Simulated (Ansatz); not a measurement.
## BP (F-43m):B_i (4-fold void), thermodynamic levels from a 54-atom cell

Charge states of B_i (4-fold void) in BP (F-43m), set against the band edges. Model: a cell of 54 host atoms with 1 B put in.

Method: place-levels on r2SCAN runs: charge-transition levels and formation energies with image-charge correction and potential alignment at the atomic sites; PAW set soft_1, in Ansatz 0.2.0.

### Step 1. The structure

The cell holds 55 atoms: 28 B and 27 P. Its edges and angles: a = 9.623 Å, b = 9.623 Å, c = 9.623 Å, α = 60.0°, β = 60.0°, γ = 60.0°. It derives from BP (space group F-43m). Nearest the centre at fractional (0.750, 0.083, 0.750): B55 at 0.00 Å, B41 at 1.96 Å, B5 at 1.96 Å, B37 at 1.96 Å, B47 at 1.96 Å, P52 at 2.27 Å, P36 at 2.27 Å, P54 at 2.27 Å.

Structure file:

```xyz
55
Lattice="0.0000 6.8046 6.8046 6.8046 0.0000 6.8046 6.8046 6.8046 0.0000" Properties=species:S:1:pos:R:3 pbc="T T T"
B     0.0000    0.0000    0.0000
P     3.4023    3.4023    3.4023
B     2.2682    2.2682    0.0000
P     5.6705    5.6705    3.4023
B     4.5364    4.5364    0.0000
P     7.9386    7.9386    3.4023
B     2.2682    0.0000    2.2682
P     5.6705    3.4023    5.6705
B     4.5364    2.2682    2.2682
P     7.9386    5.6705    5.6705
B     6.8046    4.5364    2.2682
P    10.2068    7.9386    5.6705
B     4.5364    0.0000    4.5364
P     7.9386    3.4023    7.9386
B     6.8046    2.2682    4.5364
P    10.2068    5.6705    7.9386
B     9.0727    4.5364    4.5364
P    12.4750    7.9386    7.9386
B     0.0000    2.2682    2.2682
P     3.4023    5.6705    5.6705
B     2.2682    4.5364    2.2682
P     5.6705    7.9386    5.6705
B     4.5364    6.8046    2.2682
P     7.9386   10.2068    5.6705
B     2.2682    2.2682    4.5364
P     5.6705    5.6705    7.9386
B     4.5364    4.5364    4.5364
P     7.9386    7.9386    7.9386
B     6.8046    6.8046    4.5364
P    10.2068   10.2068    7.9386
B     4.5364    2.2682    6.8046
P     7.9386    5.6705   10.2068
B     6.8046    4.5364    6.8046
P    10.2068    7.9386   10.2068
B     9.0727    6.8046    6.8046
P    12.4750   10.2068   10.2068
B     0.0000    4.5364    4.5364
P     3.4023    7.9386    7.9386
B     2.2682    6.8046    4.5364
P     5.6705   10.2068    7.9386
B     4.5364    9.0727    4.5364
P     7.9386   12.4750    7.9386
B     2.2682    4.5364    6.8046
P     5.6705    7.9386   10.2068
B     4.5364    6.8046    6.8046
P     7.9386   10.2068   10.2068
B     6.8046    9.0727    6.8046
P    10.2068   12.4750   10.2068
B     4.5364    4.5364    9.0727
P     7.9386    7.9386   12.4750
B     6.8046    6.8046    9.0727
P    10.2068   10.2068   12.4750
B     9.0727    9.0727    9.0727
P    12.4750   12.4750   12.4750
B     5.6705   10.2068    5.6705
```

Known beforehand: the electronic dielectric constant, 9.31, and the static one, 9.42, computed on the host (DFPT, PBEsol, on the r2SCAN cell), and a cell off the functional's own equilibrium shifts the ionic part.

The cell's shortest repeat is 9.6 Å.

### Step 2. Charge states

Levels follow from differences of total energies between charge states, each relaxed by itself.

Random displacements of about 0.05 Å break the site symmetry at the start, so that the relaxation can reach a distorted minimum if there is one. Forces are taken on a 2×2×2 shifted mesh. The cell holds 1 electron fewer than the neutral one, with a uniform background that keeps it neutral on the whole.

The sampling was tested on the host first: at the k-points planned (1x1x1 shifted 0.25 0.25 0.25) its energy lies 0.152 eV an atom from the dense-mesh value, so the final energies take a denser sampling.

One of the inputs; charge, spin and start change from state to state.

The input, qp1.relax/input.yaml:

```yaml
crystal:
  lattice:
    - [0.0, 2.26818541, 2.26818541]
    - [2.26818541, 0.0, 2.26818541]
    - [2.26818541, 2.26818541, 0.0]
  atoms:
    - { symbol: B, position: [0.0, 0.0, 0.0] }
    - { symbol: P, position: [0.75, 0.75, 0.75] }
  supercell: [3, 3, 3]
  defects: [{ interstitial: { symbol: B, position: [0.75, 0.083333, 0.75] } }]
total_charge: 1
basis:
  ecutwfc: 500
  xc_grid: 2
hamiltonian:
  xc: r2scan
  pseudopotentials: { kind: paw, azcp: { folder: soft_1 } }
kpoints:
  mp_grid: { grid: [2, 2, 2], shift: [0.5, 0.5, 0.5] }
scf:
  occupations: { method: fixed }
  max_iter: 100
output:
  forces: true
  charged_corrections: { epsilon: 9.31, static_epsilon: 9.42 }
relax:
  f_tol: 0.02
  max_steps: 80
  random_displacement: { amplitude: 0.05, seed: 4973 }
checkpoint:
  write: "../qp1.relax.run"
  compress: false
  write_wavefunctions: true
  write_every: 100000
```

On the command line:

```
$ ansatz run input.yaml --threads 4 --pin off --max-ram 7536MiB --backend cpu --events-out ev --progress --plain --runs-dir out
```

The run of this state that the levels use, under r2SCAN:

The input, qp1.point/input.yaml:

```yaml
crystal:
  checkpoint: "../qp1.relax.run"
  host: checkpoint
total_charge: 1
basis:
  ecutwfc: 500
  xc_grid: 2
hamiltonian:
  xc: r2scan
  pseudopotentials: { kind: paw, azcp: { folder: soft_1 } }
kpoints:
  mp_grid: { grid: [2, 2, 2], shift: [0.5, 0.5, 0.5] }
scf:
  occupations: { method: fixed }
  max_iter: 100
output:
  forces: true
  eigenvalues: true
  charged_corrections:
    epsilon: 9.31
    static_epsilon: 9.42
    defect_position: [0.75, 0.083333, 0.75]
  eigenstates: { localisation: true }
  populations: true
  band_densities: [{ bands: [v1, v1] }, { bands: [c1, c1] }]
  write_density: true
  write_potential: true
  volumetric_format: npy
checkpoint:
  read: "../qp1.relax.run"
  write: "../qp1.point.run"
  compress: false
  write_wavefunctions: false
  write_every: 100000
```

Relaxations under r2SCAN at a 2×2×2 shifted mesh; times on 4 threads of Intel Xeon Platinum 8375C at 2.90GHz (Ice Lake), shared host:

```csv
charge,moment (μB),occupations,outcome,steps,largest displacement against the far atoms (Å),time
0,1,fixed,converged,11,0.94,8.4 min
+1,0,fixed,converged,6,0.07,2.1 min
+2,1,fixed,converged,8,0.83,7.8 min
+3,0,fixed,converged,8,0.07,2.7 min
+3,2,fixed,converged,14,0.84,11 min
```

Single points under r2SCAN at a 2×2×2 shifted mesh; times on 4 threads of Intel Xeon Platinum 8375C at 2.90GHz (Ice Lake), shared host:

```csv
charge,moment (μB),occupations,outcome,time
0,1,fixed,converged,64 s
+1,0,fixed,converged,26 s
+2,1,fixed,converged,53 s
+3,0,fixed,converged,25 s
+3,2,fixed,converged,52 s
```

Distances (Å) from B55 to the nearest atoms after relaxation with r2SCAN:

```csv
charge,moment (μB),1.,2.,3.,4.,5.,6.
0,1,B 1.85,B 1.85,B 1.85,P 1.94,P 1.94,P 1.94
+1,0,B 1.92,B 1.92,B 1.92,B 1.93,P 2.33,P 2.33
+2,1,B 1.85,B 1.85,B 1.85,P 2.00,P 2.00,P 2.00
+3,0,B 1.92,B 1.93,B 1.93,B 1.95,P 2.32,P 2.33
+3,2,B 1.85,B 1.85,B 1.85,P 2.00,P 2.00,P 2.00
```

### Step 3. place-levels, r2SCAN

A charged cell interacts with its images and the background, and its potential has another zero than the host's. place-levels removes the first by a point-charge model, screened by the static dielectric constant since the ions have relaxed around the charge, and the second by comparing potentials at atoms far from the defect.

The host is a run of the defect-free crystal in the same cutoffs, grids and k-points, so that basis and sampling errors cancel in part in the differences. The host is run in a cell of 2 atoms on a matching mesh. Its band edges are searched through the zone by a band path, so the gap is smaller than, or equal to, that on the mesh. Chemical potentials are energies per atom of B (alpha-rhombohedral (B12)), run with the same functional and cutoff.

The input, levels.point.yaml:

```yaml
host:
  run: host.point.run
states: [q0_M1.point.run, qp1.point.run, qp2_M1.point.run, qp3.point.run, qp3_M2.point.run]
geometry_from:
  q0_M1.point.run: q0_M1.relax.run
  qp1.point.run: qp1.relax.run
  qp2_M1.point.run: qp2_M1.relax.run
  qp3.point.run: qp3.relax.run
  qp3_M2.point.run: qp3_M2.relax.run
  host.point.run: host.relax.run
chemical_potentials:
  B:
    energy: -156.554104
    dataset: <sha256 of the dataset>
epsilon: 9.31
static_epsilon: 9.42
vertical:
  - { from: qp1.point.run, to: qp1.point_neutral.run }
  - { from: qp2_M1.point.run, to: qp2_M1.point_neutral.run }
  - { from: qp3.point.run, to: qp3.point_neutral.run }
  - { from: qp3_M2.point.run, to: qp3_M2.point_neutral.run }
```

On the command line:

```
$ ansatz place-levels levels.point.yaml -- --threads 4 --pin off --max-ram 7536MiB
```

Numbers of over 12 decimals in the logs are rounded to 6 here.

What it wrote:

```text
[... repeated set-up lines and file paths are left out, and long positions are rounded to six places ...]
(+3/+2) 0.000 eV above the valence edge (-0.950 eV without the band-filling correction), 1.407 eV under the conduction edge
(+2/+1) 0.000 eV above the valence edge (-0.191 eV without the band-filling correction), 1.407 eV under the conduction edge
(+1/0) 0.550 eV above the valence edge, 0.857 eV under the conduction edge
formation energy of charge +3: +6.158 eV with the Fermi level at the valence edge
formation energy of charge +2: +6.158 eV with the Fermi level at the valence edge
formation energy of charge +1: +6.158 eV with the Fermi level at the valence edge
formation energy of charge 0: +6.707 eV with the Fermi level at the valence edge
vertical +1 to 0: no energy, since no alignment is typed
  the change from vertical[0].from (qp1.point.run) to vertical[0].to (qp1.point_neutral.run): by its potential at epsilon 9.31 it stands at 0.703 0.029 0.696, with an rms radius of about 4.0 Å (2.3 2.3 2.3 Å across the planes of the cell's vectors); [...]
vertical +2 to 0: no energy, since no alignment is typed
  the change from vertical[1].from (qp2_M1.point.run) to vertical[1].to (qp2_M1.point_neutral.run): by its potential at epsilon 9.31 it stands at 0.788 0.122 0.625, with an rms radius of about 2.6 Å (1.6 1.6 1.1 Å across the planes of the cell's vectors); [...]
vertical +3 to 0: no energy, since no alignment is typed
  the change from vertical[2].from (qp3.point.run) to vertical[2].to (qp3.point_neutral.run): by its potential at epsilon 9.31 it stands at 0.696 0.041 0.699, with an rms radius of about 3.5 Å (2.0 2.0 2.0 Å across the planes of the cell's vectors); [...]
vertical +3 to 0: no energy, since no alignment is typed
  the change from vertical[3].from (qp3_M2.point.run) to vertical[3].to (qp3_M2.point_neutral.run): by its potential at epsilon 9.31 it stands at 0.625 0.122 0.788, with an rms radius of about 3.3 Å (1.7 2.0 2.0 Å across the planes of the cell's vectors); [...]
  edges by r2scan, gap 1.407 eV; the host is sampled to repeats of 19.25 Å
  the defect's cells are sampled to repeats of 19.25 Å, like sampling
  charge +3: -24927.5342 eV with its correction of +2.434 eV, at epsilon 9.42, aligned at sites: +0.0387 eV, mean over 24 atomic sites at or beyond 4.81 Å from the defect at [0.7500, 0.0833, 0.7500], with +0.000000 for the charge's moments and without [...]
  charge +2: -24919.2549 eV with its correction of +1.575 eV, at epsilon 9.42, aligned at sites: +0.1006 eV, mean over 24 atomic sites at or beyond 4.81 Å from the defect at [0.7500, 0.0833, 0.7500], with -0.000000 for the charge's moments and without [...]
  charge +1: -24910.2164 eV with its correction of +0.404 eV, at epsilon 9.42, aligned at sites: +0.1465 eV, mean over 24 atomic sites at or beyond 4.81 Å from the defect at [0.7500, 0.0833, 0.7500], with +0.000000 for the charge's moments and without [...]
  charge 0: +0.000 eV for its dipole among its images, +0.000 omitted
  charge +3: states[4] (qp3_M2.point.run) stands 0.257 eV higher, with a moment of 2.00 μB against 0.00
  of states[3] (qp3.point.run): it parts from the run at its places by a charge that spreads by about 2 Å along one vector (1.4 Å or more is wide), by its potential at epsilon 9.31, taken for that of held ions (one typed too small widens it), where the cell [...]
  of states[2] (qp2_M1.point.run): it parts from the run at its places by a charge that spreads by about 1.6 Å along one vector (1.4 Å or more is wide), by its potential at epsilon 9.31, taken for that of held ions (one typed too small widens it), where the [...]
  of states[1] (qp1.point.run): it parts from the run at its places by a charge that spreads by about 2.3 Å along one vector (1.4 Å or more is wide), by its potential at epsilon 9.31, taken for that of held ions (one typed too small widens it), where the cell [...]
  of states[0] (q0_M1.point.run): its alignment with the host at atomic sites is doubtful: the mean over the far sites moves by -0.0711 eV from their farther parts to their nearer, more than 0.05 eV. [...]
  of states[4] (qp3_M2.point.run): it parts from the run at its places by a charge that spreads by about 2 Å along one vector (1.4 Å or more is wide), by its potential at epsilon 9.31, taken for that of held ions (one typed too small widens it), where the [...]
  of vertical[0].from (qp1.point.run): it parts from the run at its places by a charge that spreads by about 2.3 Å along one vector (1.4 Å or more is wide), by its potential at epsilon 9.31, taken for that of held ions (one typed too small widens it), where [...]
  of vertical[0].to (qp1.point_neutral.run): band_overlap_at_count; stability_check_not_made
  of vertical[1].from (qp2_M1.point.run): stability_check_not_made; [...]
  of vertical[1].to (qp2_M1.point_neutral.run): it set out from the moments of a save, which an earlier run chose (saved_moments_taken); stability_check_not_made
  of vertical[2].from (qp3.point.run): it parts from the run at its places by a charge that spreads by about 2 Å along one vector (1.4 Å or more is wide), by its potential at epsilon 9.31, taken for that of held ions (one typed too small widens it), where the [...]
  of vertical[2].to (qp3.point_neutral.run): band_overlap_at_count; stability_check_not_made
  of vertical[3].from (qp3_M2.point.run): its moments are held at its close (magnetization.spin_locking), by a field of 0.177 eV a Bohr magneton, and its energy and levels are of the state that this holds: a run that lets them go can end lower; [...]
  of vertical[3].to (qp3_M2.point_neutral.run): it set out from the moments of a save, which an earlier run chose (saved_moments_taken); stability_check_not_made
```

Wall time 0.74 s (4 threads of Intel Xeon Platinum 8375C at 2.90GHz (Ice Lake), shared host).

Levels between the charges placed, in eV above the valence top:

```csv
,gap (eV),(+3/+2),(+2/+1),(+1/0)
r2SCAN,1.41,0.00,0.00,0.55
```

Corrections by state:

```csv
charge,moment (μB),image terms and alignment (eV),band filling (eV),ε used,"over the lowest of its charge, as the program ranks them, band filling apart (eV)"
+3,0.0,2.434,-1.141,9.42,0.000
+2,1.0,1.575,-0.191,9.42,0.000
+1,0.0,0.404,-,9.42,0.000
0,1.0,0.000,-,-,0.000
+3,2.0,2.442,-,9.42,0.257
```

The charged structures listed were also run neutral, and place-levels reads from each pair, by the potential or the spins, how wide the charge is by which they differ; that can be the carrier of either run.

```csv
charge,rms radius (Å),spread where it is widest against the cell (Å),wide from (Å),reading
+3,3.5,2.01,1.36,wide
+2,2.6,1.65,1.36,wide
+1,4.0,2.33,1.36,wide
```

The neutral runs of these pairs need not share the spin of the lowest neutral state, and very wide values only mean spread over the cell.

From the program's caveats on the states, each cut to its opening words:

- charge +3, +3 (2 μB): it parts from the run at its places by a charge that spreads by about 2 Å along one vector (1.4 Å or more is wide), by its potential at epsilon 9.31, taken for [...]
- charge +3: a band-filling correction moves a carrier to the host's band edge, which changes its energy by -1.141 eV
- charge +3: its alignment with the host at atomic sites is doubtful: the mean over the far sites moves by -0.0640 eV from their farther parts to their nearer, more than [...]
- charge +2 (1 μB): it parts from the run at its places by a charge that spreads by about 1.6 Å along one vector (1.4 Å or more is wide), by its potential at epsilon 9.31, taken [...]
- charge +2 (1 μB): a band-filling correction moves a carrier to the host's band edge, which changes its energy by -0.191 eV
- charge +2 (1 μB): its alignment with the host at atomic sites is doubtful: the mean over the far sites moves by -0.0751 eV from their farther parts to their nearer, more than [...]
- charge +2 (1 μB): the far atoms show a dipole or second moment of the defect's charge, for which the correction takes or leaves out 0.344 eV: further moments aren't read, and [...]
- charge +2 (1 μB), 0 (1 μB), +3 (2 μB): flagged: stability check not made
- charge +1: it parts from the run at its places by a charge that spreads by about 2.3 Å along one vector (1.4 Å or more is wide), by its potential at epsilon 9.31, taken [...]
- charge 0 (1 μB): its alignment with the host at atomic sites is doubtful: the mean over the far sites moves by -0.0711 eV from their farther parts to their nearer, more than [...]
- charge +3 (2 μB): the far atoms show a dipole or second moment of the defect's charge, for which the correction takes or leaves out 0.238 eV: further moments aren't read, and [...]
- charge +3 (2 μB): its moments are held at its close (magnetization.spin_locking), by a field of 0.177 eV a Bohr magneton, and its energy and levels are of the state that this [...]
- charge +3 (2 μB): filled levels lie above empty ones at the fixed electron count

Chemical potentials of the elements' reference phases, run alike. Formation energies (elemental references), with the Fermi level at the valence top and at the conduction bottom (gap 1.41 eV):

```csv
charge,at valence top (eV),at conduction bottom (eV),correction included (eV)
+3,6.16,10.38,1.29
+2,6.16,8.97,1.38
+1,6.16,7.56,0.40
0,6.71,6.71,0.00
```

```json
{"Fermi level (eV)": "0.00", "lowest formation energy (eV)": "6.16"}
{"Fermi level (eV)": "0.13", "lowest formation energy (eV)": "6.29"}
{"Fermi level (eV)": "0.26", "lowest formation energy (eV)": "6.41"}
{"Fermi level (eV)": "0.38", "lowest formation energy (eV)": "6.54"}
{"Fermi level (eV)": "0.51", "lowest formation energy (eV)": "6.67"}
{"Fermi level (eV)": "0.64", "lowest formation energy (eV)": "6.71"}
{"Fermi level (eV)": "0.77", "lowest formation energy (eV)": "6.71"}
{"Fermi level (eV)": "0.90", "lowest formation energy (eV)": "6.71"}
{"Fermi level (eV)": "1.02", "lowest formation energy (eV)": "6.71"}
{"Fermi level (eV)": "1.15", "lowest formation energy (eV)": "6.71"}
{"Fermi level (eV)": "1.28", "lowest formation energy (eV)": "6.71"}
{"Fermi level (eV)": "1.41", "lowest formation energy (eV)": "6.71"}
```

### Step 4. Outcome

```json
{
  "gap of the host": "1.41 eV (r2SCAN)",
  "level (plus 3/plus 2)": "0.00 eV above the valence top (-0.95 eV above the valence top without the band-filling term)",
  "level (plus 2/plus 1)": "0.00 eV above the valence top (-0.19 eV above the valence top without the band-filling term)",
  "level (plus 1/0)": "0.55 eV above the valence top",
  "lowest of the charges placed, just above the valence top (0.02 eV)": "+1",
  "lowest of the charges placed, just below the conduction bottom (0.02 eV)": "0",
  "lowest formation energy at mid-gap of the charges run, elemental references": "6.71 eV"
}
```

In words: Of the charges placed (0, +1, +2 and +3), the lowest changes at 0.55 eV (+1/0) above the valence top, in a gap of 1.41 eV. Charges below 0 were not placed, so these runs say nothing of levels that involve them. States placed: +3 at 0 μB and 2 μB; +2 at 1 μB; +1 at 0 μB; 0 at 1 μB. Other spin states or structures, where not listed, weren't placed. The program finds carriers beyond a band edge of the host and adds a band-filling term at charge +2 (-0.19 eV) and +3 (-1.14 eV); steps to such a charge show no bound level, and a defect level inside a band would be read the same way. Corrections reach 2.4 eV, so the cell is small for these charges and their levels are rough. At charge 0, +2 and +3 the atom put in ends up to 0.9 Å from its starting place, so the name tells the start alone and the levels can join different sites. The program doubts the alignment of potentials for at least one state, a sign that the cell is small. Keep in mind: r2SCAN makes the gap too small and tends to spread out bound carriers.

[Logs are printed without paths, hosts, clocks, repeated set-up lines and the standing remarks that a program may print on its own settings, such as how far it seeks lower states.]

[Hosts, paths, dates, database ids (printed as entryN), source tags and the programs' standing remarks are cut or masked in the printed files.]

[Where a table of states has a column of steps, it counts the stored structures, which are thinned; the runs took as many ionic steps or more.]

[A defect's name tells the site on which it was built; relaxed atoms can leave that site.]

[For some hosts the program warned that the k-mesh of the response run may be too coarse for force constants and the static dielectric constant; such warnings are not shown here.]
